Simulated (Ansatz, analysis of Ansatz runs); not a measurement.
# Moving an added electron between V sites in GdVO4 (I4_1/amd)

Aim: the energy barrier that a trapped electron meets when it moves from one V atom to another one nearby in GdVO4 (I4_1/amd). The model is a cell of 48 host atoms.

Program: Ansatz 0.2.0. Level of theory: plane-wave PAW DFT, PBEsol+U; relaxation of all atoms of a supercell at fixed charge in a uniform background; PAW set soft_1. Results are calculated unless marked as measured.

Most raw output is cut from this account.

## Step 1: Starting point

The cell holds 48 atoms: 8 Gd, 8 V and 32 O. Its edges and angles: a = 9.592 Å, b = 9.592 Å, c = 10.198 Å, α = 57.9°, β = 57.9°, γ = 64.2°. It derives from GdVO4 (space group I4_1/amd). Nearest the centre at fractional (0.312, 0.562, 0.688): O41 at 1.95 Å, O38 at 1.95 Å, V13 at 1.97 Å, V11 at 1.97 Å, O33 at 2.25 Å, O30 at 2.25 Å, O22 at 2.25 Å, O19 at 2.25 Å.

Hubbard terms: Gd f 6.0 eV, V d 4.0 eV. They were chosen, not fitted, to curb self-interaction in the shells named, the trial site's among them. The two sites are V11 and V13. The cell's shortest repeat is 9.6 Å. The host's moments were started ferromagnetic, high spin.

## Step 2: The cell without the carrier

The neutral cell is relaxed first, from small random displacements, so that bond lengths and moments with the carrier can be set beside those of a relaxed cell without it.

Contents of neutral.relax/input.yaml:

```yaml
crystal:
  lattice:
    - [0.0, 7.2111531, 6.32506012]
    - [7.2111531, 0.0, 6.32506012]
    - [7.2111531, 7.2111531, 0.0]
  atoms:
    - { symbol: Gd, position: [0.125, 0.625, 0.375], spin: 7.0 }
    - { symbol: Gd, position: [0.375, 0.875, 0.625], spin: 7.0 }
    - { symbol: Gd, position: [0.625, 0.125, 0.875], spin: 7.0 }
    - { symbol: Gd, position: [0.875, 0.375, 0.125], spin: 7.0 }
    - { symbol: Gd, position: [0.0, 0.0, 0.5], spin: 7.0 }
    - { symbol: Gd, position: [0.25, 0.25, 0.75], spin: 7.0 }
    - { symbol: Gd, position: [0.5, 0.5, 0.0], spin: 7.0 }
    - { symbol: Gd, position: [0.75, 0.75, 0.25], spin: 7.0 }
[... 36 atom lines left out ...]
    - { symbol: O, position: [0.197251, 0.879739, 0.302749] }
    - { symbol: O, position: [0.447251, 0.129739, 0.552749] }
    - { symbol: O, position: [0.697251, 0.379739, 0.802749] }
    - { symbol: O, position: [0.947251, 0.629739, 0.052749] }
basis:
  ecutwfc: 420
  xc_grid: 2
hamiltonian:
  xc: pbesol
  hubbard:
    sites: [{ species: Gd, l: f, u_eff: 6.0 }, { species: V, l: d, u_eff: 4.0 }]
    projectors: ortho-atomic
  pseudopotentials: { kind: paw, azcp: { folder: soft_1 }, xc_functional: pbe }
kpoints:
  mp_grid: { grid: [1, 1, 1] }
magnetization:
  spin_polarized: true
  initial_magnetization: 56
  spin_locking: { lock_magnetization: hard }
scf:
  occupations: { method: fermi_dirac, width: 0.01 }
  max_iter: 120
  lower_state_search: "off"
output:
  forces: true
relax:
  f_tol: 0.02
  max_steps: 70
  random_displacement: { amplitude: 0.04, seed: 7037 }
checkpoint:
  write: "../neutral.relax.run"
  compress: false
  write_wavefunctions: true
  write_every: 100000
```

On the command line:

```bash
ansatz run input.yaml --threads 32 --pin off --max-ram 84787MiB --backend cuda --events-out ev --progress --plain --runs-dir out --max-vram 78GiB
```

Elapsed: 4.2 s, on 1 × NVIDIA GB200 with 32 threads of Arm Neoverse V2, shared host; peak memory 1.4 GiB.

The largest displacement from an ideal site is 0.003 Å.

## Step 3: The electron on the first site

The nearest neighbour or neighbours of the site start displaced and the site's starting moment is changed by the carrier's spin, since a carrier doesn't trap itself in the undistorted lattice.

Contents of A.relax/input.yaml:

```yaml
crystal:
  lattice:
    - [0.0, 7.2111531, 6.32506012]
    - [7.2111531, 0.0, 6.32506012]
    - [7.2111531, 7.2111531, 0.0]
  atoms:
    - { symbol: Gd, position: [0.125244, 0.62482, 0.374732], spin: 7.0 }
    - { symbol: Gd, position: [0.375302, 0.874609, 0.624959], spin: 7.0 }
    - { symbol: Gd, position: [0.625231, 0.124802, 0.87473], spin: 7.0 }
    - { symbol: Gd, position: [0.875333, 0.374576, 0.124922], spin: 7.0 }
    - { symbol: Gd, position: [0.000294, -0.000331, 0.499961], spin: 7.0 }
    - { symbol: Gd, position: [0.250173, 0.24982, 0.749725], spin: 7.0 }
    - { symbol: Gd, position: [0.500266, 0.499704, -9.1e-05], spin: 7.0 }
    - { symbol: Gd, position: [0.75019, 0.749789, 0.249762], spin: 7.0 }
[... 36 atom lines left out ...]
    - { symbol: O, position: [0.197528, 0.879575, 0.302464] }
    - { symbol: O, position: [0.447694, 0.129416, 0.552537] }
    - { symbol: O, position: [0.697433, 0.379703, 0.802318] }
    - { symbol: O, position: [0.947514, 0.629499, 0.052543] }
total_charge: -1
basis:
  ecutwfc: 420
  xc_grid: 2
hamiltonian:
  xc: pbesol
  hubbard:
    sites: [{ species: Gd, l: f, u_eff: 6.0 }, { species: V, l: d, u_eff: 4.0 }]
    projectors: ortho-atomic
  pseudopotentials: { kind: paw, azcp: { folder: soft_1 }, xc_functional: pbe }
kpoints:
  mp_grid: { grid: [1, 1, 1] }
magnetization:
  spin_polarized: true
  initial_magnetization: 57
  spin_locking: { lock_magnetization: hard }
scf:
  occupations: { method: fermi_dirac, width: 0.01 }
  max_iter: 120
  lower_state_search: "off"
output:
  forces: true
relax:
  f_tol: 0.015
  max_steps: 70
  escape_saddle: false
checkpoint:
  write: "../A.relax.run"
  compress: false
  write_wavefunctions: true
  write_every: 100000
```

Elapsed: 5.6 s, on 1 × NVIDIA GB200 with 32 threads; peak memory 1.4 GiB.

The steps of the relaxation:

```csv
step,energy less that of the first step (eV),largest force component (eV/Å)
1,0.0000,1.7373
2,-0.3030,0.3377
3,-0.2985,0.2637
4,-0.3467,0.1147
5,-0.3509,0.0355
6,-0.3515,0.0137
```

Relaxation step 3 was tried and not accepted.

The atoms that moved most (Å):

| atom | dx | dy | dz | length |
| --- | --- | --- | --- | --- |
| O27 | 0.084 | 0.001 | 0.009 | 0.085 |
| O22 | -0.001 | 0.084 | -0.008 | 0.084 |
| O38 | -0.083 | 0.000 | 0.009 | 0.084 |
| O19 | 0.001 | -0.083 | -0.008 | 0.083 |
| Gd1 | 0.000 | 0.045 | -0.006 | 0.045 |
| Gd4 | 0.045 | -0.001 | 0.006 | 0.045 |
| Gd2 | -0.044 | -0.001 | 0.006 | 0.045 |
| Gd3 | 0.000 | -0.043 | -0.006 | 0.044 |

The moves above count from the input, in which the site's nearest neighbours were already displaced; the distances below compare with the cell without the carrier.

Distances from V11 without and with the electron:

| atom | without (Å) | with (Å) |
| --- | --- | --- |
| O38 | 1.71 | 1.77 |
| O19 | 1.71 | 1.77 |
| O27 | 1.71 | 1.77 |
| O22 | 1.71 | 1.77 |

The largest changes of the moments are 0.64 μB on V11, 0.03 μB on V10 and 0.03 μB on V12. The largest part sits on the chosen site.

## Step 4: The electron on the second site

The same start is made on the second site, to get the end of the hop.

Contents of B.relax/input.yaml:

```yaml
crystal:
  lattice:
    - [0.0, 7.2111531, 6.32506012]
    - [7.2111531, 0.0, 6.32506012]
    - [7.2111531, 7.2111531, 0.0]
  atoms:
    - { symbol: Gd, position: [0.125244, 0.62482, 0.374732], spin: 7.0 }
    - { symbol: Gd, position: [0.375302, 0.874609, 0.624959], spin: 7.0 }
[... 8 atom lines left out ...]
    - { symbol: V, position: [0.500228, 0.499713, 0.499769] }
[... 1 atom line left out ...]
    - { symbol: V, position: [0.125256, 0.624616, 0.874972], spin: 1.0 }
[... 5 atom lines left out ...]
    - { symbol: O, position: [0.505017, 0.322033, 0.677403] }
[... 2 atom lines left out ...]
    - { symbol: O, position: [0.322421, 0.504502, 0.495185] }
[... 15 atom lines left out ...]
    - { symbol: O, position: [0.495429, 0.677345, 0.504598] }
[... 2 atom lines left out ...]
    - { symbol: O, position: [0.130393, 0.434355, 0.870063] }
[... 6 atom lines left out ...]
    - { symbol: O, position: [0.935048, 0.629791, 0.065009] }
total_charge: -1
basis:
  ecutwfc: 420
  xc_grid: 2
hamiltonian:
  xc: pbesol
  hubbard:
    sites: [{ species: Gd, l: f, u_eff: 6.0 }, { species: V, l: d, u_eff: 4.0 }]
    projectors: ortho-atomic
  pseudopotentials: { kind: paw, azcp: { folder: soft_1 }, xc_functional: pbe }
kpoints:
  mp_grid: { grid: [1, 1, 1] }
magnetization:
  spin_polarized: true
  initial_magnetization: 57
  spin_locking: { lock_magnetization: hard }
scf:
  occupations: { method: fermi_dirac, width: 0.01 }
  max_iter: 120
  lower_state_search: "off"
output:
  forces: true
relax:
  f_tol: 0.015
  max_steps: 70
  escape_saddle: false
checkpoint:
  write: "../B.relax.run"
  compress: false
  write_wavefunctions: true
  write_every: 100000
```

The job ended after 5.6 s (1 × NVIDIA GB200 with 32 threads; peak memory 1.5 GiB).

Distances from V13 without and with the electron:

```
atom  without (Å)  with (Å)
 O33         1.71      1.77
 O48         1.71      1.77
 O41         1.71      1.77
 O30         1.71      1.77
```

The largest changes of the moments are 0.64 μB on V13, 0.03 μB on V14 and 0.03 μB on V16. The largest part sits on the chosen site.

## Step 5: Points on the line between the two structures

All atoms move on the straight line between the two relaxed structures, 2.07 amu^1/2 Å long in mass-weighted terms. Each point starts from the state of the point before, once from either end, so that both localised states can be followed; the midpoint is also started with the carrier shared.

Contents of A.x0500/input.yaml:

```yaml
crystal:
  lattice:
    - [0.0, 7.2111531, 6.32506012]
    - [7.2111531, 0.0, 6.32506012]
    - [7.2111531, 7.2111531, 0.0]
  atoms:
    - { symbol: Gd, position: [0.126554, 0.622971, 0.376578], spin: 7.0 }
    - { symbol: Gd, position: [0.376361, 0.872716, 0.623764], spin: 7.0 }
[... 8 atom lines left out ...]
    - { symbol: V, position: [0.499515, 0.499707, 0.500538], spin: 1.0 }
[... 1 atom line left out ...]
    - { symbol: V, position: [0.125912, 0.624754, 0.874218] }
[... 16 atom lines left out ...]
    - { symbol: O, position: [0.307823, 0.622432, 0.875668] }
[... 2 atom lines left out ...]
    - { symbol: O, position: [0.12444, 0.805753, 0.69229] }
[... 4 atom lines left out ...]
    - { symbol: O, position: [0.499648, 0.681064, 0.500437] }
[... 2 atom lines left out ...]
    - { symbol: O, position: [0.125843, 0.443352, 0.874317] }
[... 6 atom lines left out ...]
    - { symbol: O, position: [0.945235, 0.627936, 0.054844] }
total_charge: -1
basis:
  ecutwfc: 420
  xc_grid: 2
hamiltonian:
  xc: pbesol
  hubbard:
    sites: [{ species: Gd, l: f, u_eff: 6.0 }, { species: V, l: d, u_eff: 4.0 }]
    projectors: ortho-atomic
  pseudopotentials: { kind: paw, azcp: { folder: soft_1 }, xc_functional: pbe }
kpoints:
  mp_grid: { grid: [1, 1, 1] }
magnetization:
  spin_polarized: true
  initial_magnetization: 57
  spin_locking: { lock_magnetization: hard }
scf:
  occupations: { method: fermi_dirac, width: 0.01 }
  max_iter: 120
  lower_state_search: "off"
output:
  forces: true
  eigenvalues: true
  eigenstates: { localisation: true }
  write_density: true
  write_potential: true
  volumetric_format: npy
checkpoint:
  read: "../A.x0375.run"
  write: "../A.x0500.run"
  compress: false
  write_wavefunctions: true
  write_every: 100000
```

Elapsed: 2.4 s, on 1 × NVIDIA GB200 with 32 threads; peak memory 1.4 GiB; 8.9 s of CPU time.

States next to the filling edge at the first k-point, on the run's own zero (eigenstates.tsv). The participation number counts the atoms that a state is spread over, of 48; bands count from 0.

```csv
spin,band,energy (eV),occupation,participation,largest share on,share
down,186,6.586,1.00,17.5,O43,0.10
down,187,6.601,1.00,17.3,O44,0.09
down,188,6.606,1.00,23.8,O26,0.07
down,189,6.681,1.00,12.1,O38,0.12
down,190,6.685,1.00,11.9,O46,0.13
down,191,6.946,1.00,32.1,O43,0.04
down,192,10.417,0.00,14.3,V14,0.10
down,193,10.903,0.00,7.6,V14,0.18
down,194,10.952,0.00,10.7,V10,0.15
down,195,11.018,0.00,5.3,V9,0.30
down,196,11.050,0.00,4.8,V14,0.32
up,243,6.701,1.00,30.9,O25,0.05
up,244,6.704,1.00,17.3,O41,0.11
up,245,6.786,1.00,11.5,O38,0.11
up,246,6.790,1.00,11.5,O41,0.11
up,247,7.010,1.00,32.4,O41,0.04
up,248,9.478,1.00,9.7,V13,0.21
up,249,10.067,0.00,5.1,V11,0.30
up,250,10.422,0.00,17.5,V11,0.10
up,251,10.779,0.00,5.2,V14,0.30
up,252,10.779,0.00,5.2,V10,0.30
up,253,10.798,0.00,12.0,V11,0.17
```

Under PBEsol+U (4, 6 eV) at the zone centre alone, the highest filled state is spin up, spread over 10 of 48 atoms, and the lowest empty one, 0.59 eV above it, is spin up, spread over 5 of 48 atoms.

Free energies from the first end:

```
started from  fraction  energy (eV)  moment change on V11 (μB)  on V13 (μB)
  first site         0        0.000                       0.64         0.03
  first site     0.125        0.010                       0.61         0.04
  first site      0.25        0.038                       0.56         0.08
  first site     0.375        0.074                       0.48         0.15
  first site       0.5        0.096                       0.32         0.33
  first site     0.625        0.074                       0.15         0.49
 second site     0.875        0.010                       0.04         0.61
 second site      0.75        0.037                       0.08         0.56
 second site     0.625        0.074                       0.15         0.49
 second site       0.5        0.096                       0.32         0.33
 second site     0.375        0.074                       0.48         0.15
      shared       0.5        0.096                       0.32         0.33
 second site         1        0.000                       0.03         0.64
```

## Step 6: What came out

- distance of the two sites without the carrier: 3.94 Å

What this shows: The highest point of the line lies 0.10 eV above the first end, but there the electron is shared and partly spread further, so this is no barrier of a single pair, which may be higher, and the image-charge term need not cancel. No run compares the localised electron with one spread in the band, so its binding is unknown. The magnetic order was assumed and need not be the ground state. The total moment is locked, so a carrier of the other spin direction was not tried. The program's search for lower electronic states was switched off in all runs, so that each state is followed; none is shown to be the lowest at its structure. No image-charge correction is applied; it nearly cancels along the line while the charge stays localised. Keep in mind: sampling at the zone centre alone can move energies of charged and open-shell states by tenths of an eV or more in cells of this size; gap and trapping depend on the U chosen (Gd f 6.0 eV, V d 4.0 eV); spin–orbit coupling, which can matter with heavy atoms, is left out.

[Logs are printed without paths, hosts, clocks, repeated set-up lines and the standing remarks that a program may print on its own settings, such as how far it seeks lower states.]

[Hosts, paths, dates, database ids (printed as entryN), source tags and the programs' standing remarks are cut or masked in the printed files.]
